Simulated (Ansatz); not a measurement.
## Changed inputs in constrained RPA: Rb2LiCoBr6 (double perovskite) (Fm-3m)

Wanted: the sensitivity and cost of U and J for Rb2LiCoBr6 (double perovskite) (Fm-3m).

Program: Ansatz 0.2.0. Level of theory: constrained RPA on LDA, plane waves, PAW. Results are calculated unless marked as measured.

Most raw output is cut from this account.

The structure was built from a prototype and need not be the compound's stable phase.

In doubt: RPA on norm-conserving files with a d shell is listed as unsure (step 7), so the values of those runs are not to be relied on.

**1. The starting structure**

It takes space group Fm-3m (No. 225, cubic). The conventional cell has a = 10.002 Å, b = 10.002 Å, c = 10.002 Å, α = 90.00°, β = 90.00°, γ = 90.00°. Rb has 12 Br at 3.54 Å nearest. Co has 6 Br at 2.37 Å nearest. Nearest to Li lie 6 Br at 2.63 Å. Nearest to Br lie 1 Co at 2.37 Å and 1 Li at 2.63 Å and 4 Rb at 3.54 Å. Farther neighbours and most contacts between anions are not listed.

Structure file:

```cif
data_structure
_symmetry_space_group_name_H-M 'Fm-3m'
_symmetry_Int_Tables_number 225
_cell_length_a 10.0019
_cell_length_b 10.0019
_cell_length_c 10.0019
_cell_angle_alpha 90.000
_cell_angle_beta 90.000
_cell_angle_gamma 90.000
_cell_volume 1000.57
loop_
_atom_site_label
_atom_site_type_symbol
_atom_site_symmetry_multiplicity
_atom_site_Wyckoff_symbol
_atom_site_fract_x
_atom_site_fract_y
_atom_site_fract_z
_atom_site_occupancy
Rb1 Rb 8 c 0.75000 0.25000 0.75000 1
Co1 Co 4 a 0.00000 0.00000 0.00000 1
Li1 Li 4 b 0.00000 0.50000 0.00000 1
Br1 Br 24 e 0.73660 0.50000 0.00000 1
```

The structure was relaxed with LDA. The structure type comes from a generator and need not be one that this composition takes. The structure was generated from a model, not taken from a measurement. The runs that relaxed it are not among those shown. The program's search for lower electronic states was switched off, so nothing shows that the state found is the lowest. The default PAW set here is soft_2. Its files were made with PBE.

**2. Base: Co eg, bands c1 to c2, 2×2×2 mesh, medium accuracy**

Constrained RPA screens the interaction with every transition except those inside the target bands, which a later many-body model would treat itself.

input.yaml

```yaml
crystal:
  lattice:
    - [5.00094514, 0.0, 5.00094514]
    - [5.00094514, 5.00094514, 0.0]
    - [0.0, 5.00094514, 5.00094514]
  atoms:
    - { symbol: Rb, position: [0.25, 0.25, 0.25] }
    - { symbol: Rb, position: [0.75, 0.75, 0.75] }
    - { symbol: Co, position: [0.0, 0.0, 0.0] }
    - { symbol: Li, position: [0.5, 0.5, 0.5] }
    - { symbol: Br, position: [0.2365966959, 0.2365966959, 0.7634033041] }
    - { symbol: Br, position: [0.7634033041, 0.7634033041, 0.2365966959] }
    - { symbol: Br, position: [0.2365966959, 0.7634033041, 0.2365966959] }
    - { symbol: Br, position: [0.7634033041, 0.2365966959, 0.7634033041] }
    - { symbol: Br, position: [0.7634033041, 0.2365966959, 0.2365966959] }
    - { symbol: Br, position: [0.2365966959, 0.7634033041, 0.7634033041] }
kpoints:
  mp_grid: { grid: [4, 4, 4] }
hamiltonian:
  xc: lda
scf:
  occupations: { method: gaussian, width: 0.08 }
  n_extra_bands: 19
  max_iter: 150
  lower_state_search: "off"
output:
  crpa:
    kmesh: [2, 2, 2]
    target_bands: [c1, c2]
    projections: [{ species: Co, l: d, shell: 3, orbitals: [dz2, dx2-y2] }]
  local_orbitals:
    kmesh: [4, 4, 4]
    orbitals: [{ species: Co, l: d, shell: 3, orbitals: [dz2, dx2-y2] }]
    window: { bands: [c1, c2] }
    seedname: lo
```

Started as:

```console
$ ansatz run input.yaml --threads 8 --pin off --max-ram 14745MiB --backend cpu --events-out ev --progress --plain --runs-dir out
```

Elapsed: 26 s, on 8 threads of Arm Neoverse N1, shared host; peak memory 1.4 GiB; 3 min of CPU time.

This step gave:

| Item | Value |
| --- | --- |
| U | 1.890 eV |
| U prime (inter-orbital) | 1.293 eV |
| J | 0.2983 eV |
| bare V | 12.10 eV |
| bare J | 0.5094 eV |
| stated bound on U | 0.003534 eV |
| U over bare V | 0.1562 |
| electrons in the window | 0 |
| head of the constrained inverse dielectric matrix | 0.1839 |
| least eigenvalue of the projection's overlap | 0.4639 |
| target functions | 2 |
| bands in the sums | 84 |
| r.m.s. miss of the model bands | 0.002552 eV |
| width of the target bands | 1.106 eV |
| weight of the projected orbitals in the window | 0.5040 |

On the Co eg shell, screening brings the on-site interaction from 12.1 eV down to U = 1.89 eV.

**3. Changed: 4×4×4 mesh**

Edit input.yaml of step 2 so:

```diff
@@ -27,9 +27,4 @@
   crpa:
-    kmesh: [2, 2, 2]
+    kmesh: [4, 4, 4]
     target_bands: [c1, c2]
     projections: [{ species: Co, l: d, shell: 3, orbitals: [dz2, dx2-y2] }]
-  local_orbitals:
-    kmesh: [4, 4, 4]
-    orbitals: [{ species: Co, l: d, shell: 3, orbitals: [dz2, dx2-y2] }]
-    window: { bands: [c1, c2] }
-    seedname: lo
```

Run time: 3.5 min. Hardware: 8 threads; peak memory 1.9 GiB; 25 min of CPU time.

Numbers from this step:

| Property | Result |
| --- | --- |
| U | 1.898 eV |
| U prime (inter-orbital) | 1.295 eV |
| J | 0.3016 eV |
| bare V | 11.97 eV |
| bare J | 0.5113 eV |
| stated bound on U | 0.004208 eV |
| U over bare V | 0.1586 |
| electrons in the window | 0 |
| head of the constrained inverse dielectric matrix | 0.1788 |
| least eigenvalue of the projection's overlap | 0.4639 |
| target functions | 2 |
| bands in the sums | 84 |
| width of the target bands | 1.106 eV |
| weight of the projected orbitals in the window | 0.5040 |

On the Co eg shell, screening brings the on-site interaction from 12.0 eV down to U = 1.90 eV.

**4. Changed: sums over states on smooth products**

Edit input.yaml of step 3 so:

```diff
@@ -27,4 +27,8 @@
   crpa:
-    kmesh: [4, 4, 4]
+    kmesh: [2, 2, 2]
     target_bands: [c1, c2]
     projections: [{ species: Co, l: d, shell: 3, orbitals: [dz2, dx2-y2] }]
+    accuracy: sum_over_states
+    pair_densities: pseudo
+    n_empty_bands: 80
+    ecut_chi: 136
```

It took 7.6 s on 8 threads; peak memory 1.1 GiB; 50 s of CPU time.

This variant gives U = 2.29 eV against 1.89 eV. It is a finite sum over empty states with no bound on its error and stays out of the table below.

**5. Changed: accuracy low**

Edit input.yaml of step 4 so:

```diff
@@ -30,5 +30,2 @@
     projections: [{ species: Co, l: d, shell: 3, orbitals: [dz2, dx2-y2] }]
-    accuracy: sum_over_states
-    pair_densities: pseudo
-    n_empty_bands: 80
-    ecut_chi: 136
+    accuracy: low
```

Elapsed: 18 s, on 8 threads; peak memory 1.1 GiB; 1.9 min of CPU time.

This step gave:

```
U                                                 : 1.896 eV
U prime (inter-orbital)                           : 1.300 eV
J                                                 : 0.2979 eV
bare V                                            : 12.10 eV
bare J                                            : 0.5094 eV
stated bound on U                                 : 0.03959 eV
U over bare V                                     : 0.1567
electrons in the window                           : 0
head of the constrained inverse dielectric matrix : 0.1839
least eigenvalue of the projection's overlap      : 0.4639
target functions                                  : 2
bands in the sums                                 : 84
width of the target bands                         : 1.106 eV
weight of the projected orbitals in the window    : 0.5040
```

On the Co eg shell, screening brings the on-site interaction from 12.1 eV down to U = 1.90 eV.

**6. Changed: a wide Fermi-Dirac smearing**

Edit input.yaml of step 5 so:

```diff
@@ -21,3 +21,3 @@
 scf:
-  occupations: { method: gaussian, width: 0.08 }
+  occupations: { method: fermi_dirac, width: 1.0 }
   n_extra_bands: 19
@@ -30,2 +30 @@
     projections: [{ species: Co, l: d, shell: 3, orbitals: [dz2, dx2-y2] }]
-    accuracy: low
```

It took 4.2 s on 8 threads; peak memory 0.94 GiB.

The self-consistent loop converged; the step after it was not made. The program's words: cRPA refused: cRPA: band v20 at k-index 0 must be full below output.crpa.target_bands = [c1, c2] or empty above, but its occupation deviates by 4.15e-3 of a full band (tolerance 1e-3). Include the band in the window or, for the tail of a fermi_dirac temperature, lower scf.occupations.width or leave the width out

The fault put into this input: a wide Fermi-Dirac smearing.

**7. Changed: potentials**

This step: constrained RPA on LDA, plane waves, norm-conserving pseudopotentials.

Edit input.yaml of step 6 so:

```diff
@@ -20,4 +20,5 @@
   xc: lda
+  pseudopotentials: { kind: nc }
 scf:
-  occupations: { method: fermi_dirac, width: 1.0 }
+  occupations: { method: gaussian, width: 0.08 }
   n_extra_bands: 19
```

Run time: 1.9 min. Hardware: 8 threads; peak memory 3.4 GiB; 13 min of CPU time.

This step gave:

| Property | Result |
| --- | --- |
| U | 1.835 eV |
| U prime (inter-orbital) | 1.249 eV |
| J | 0.2931 eV |
| bare V | 12.01 eV |
| bare J | 0.5058 eV |
| stated bound on U | 0.004988 eV |
| U over bare V | 0.1529 |
| electrons in the window | 0 |
| head of the constrained inverse dielectric matrix | 0.1810 |
| least eigenvalue of the projection's overlap | 0.4768 |
| target functions | 2 |
| bands in the sums | 84 |
| width of the target bands | 1.105 eV |
| weight of the projected orbitals in the window | 0.5165 |

On the Co eg shell, screening brings the on-site interaction from 12.0 eV down to U = 1.84 eV.

**8. Changed: PBE**

This step: constrained RPA on PBE, plane waves, PAW.

Edit input.yaml of step 7 so:

```diff
@@ -19,4 +19,3 @@
 hamiltonian:
-  xc: lda
-  pseudopotentials: { kind: nc }
+  xc: pbe
 scf:
```

Run time: 25 s. Hardware: 8 threads; peak memory 1.3 GiB.

Numbers from this step:

```yaml
u: 2.080 eV
u_prime_inter_orbital: 1.451 eV
j: 0.3146 eV
bare_v: 12.49 eV
bare_j: 0.5251 eV
stated_bound_on_u: 0.003434 eV
u_over_bare_v: 0.1665
electrons_in_the_window: 0
head_of_the_constrained_inverse_dielectric_matrix: 0.2013
least_eigenvalue_of_the_projection_s_overlap: 0.4759
target_functions: 2
bands_in_the_sums: 84
width_of_the_target_bands: 1.063 eV
weight_of_the_projected_orbitals_in_the_window: 0.5165
```

On the Co eg shell, screening brings the on-site interaction from 12.5 eV down to U = 2.08 eV.

**9. Side by side**

Times are wall times on 8 threads of Arm Neoverse N1, shared host, good to a factor of about two.

| run | bare V (eV) | U (eV) | J (eV) | bound on U (eV) | width (eV) | time |
| --- | --- | --- | --- | --- | --- | --- |
| target window | 12.10 | 1.890 | 0.298 | 0.0035 | 1.11 | 26 s |
| 4×4×4 mesh | 11.97 | 1.898 | 0.302 | 0.0042 | 1.11 | 3.5 min |
| accuracy low | 12.10 | 1.896 | 0.298 | 0.0396 | 1.11 | 18 s |
| potentials | 12.01 | 1.835 | 0.293 | 0.0050 | 1.11 | 1.9 min |
| PBE | 12.49 | 2.080 | 0.315 | 0.0034 | 1.06 | 25 s |

**10. Results**

```yaml
target_window: U 1.89 eV, J 0.30 eV
4x4x4_mesh: U 1.90 eV, J 0.30 eV
accuracy_low: U 1.90 eV, J 0.30 eV
potentials: U 1.84 eV, J 0.29 eV
pbe: U 2.08 eV, J 0.31 eV
```

In words: 4×4×4 mesh moves U by +0.01 eV at 7.8 times the time. Accuracy low moves U by +0.01 eV (within the solver's bounds, for the mean over orbitals). Potentials moves U by −0.05 eV at 4.3 times the time. PBE moves U by +0.19 eV. The printed bound covers the solver alone, not the mesh. The parent state is non-magnetic and the interaction static (zero frequency); U depends on the window and the orbitals, so it belongs to this model alone. Coarse meshes can leave U off its limit, most where the target bands are metallic.

[Paths, hosts, dates, memory and timing lines, banners, echoed tables and standing remarks are left out of the program output.]

[Logs are printed without paths, hosts, clocks, repeated set-up lines and the standing remarks that a program may print on its own settings, such as how far it seeks lower states.]

[Runs of the session that timed out or met a known fault of the program may be left out.]

[Hosts, paths, dates, database ids (printed as entryN), source tags and the programs' standing remarks are cut or masked in the printed files.]
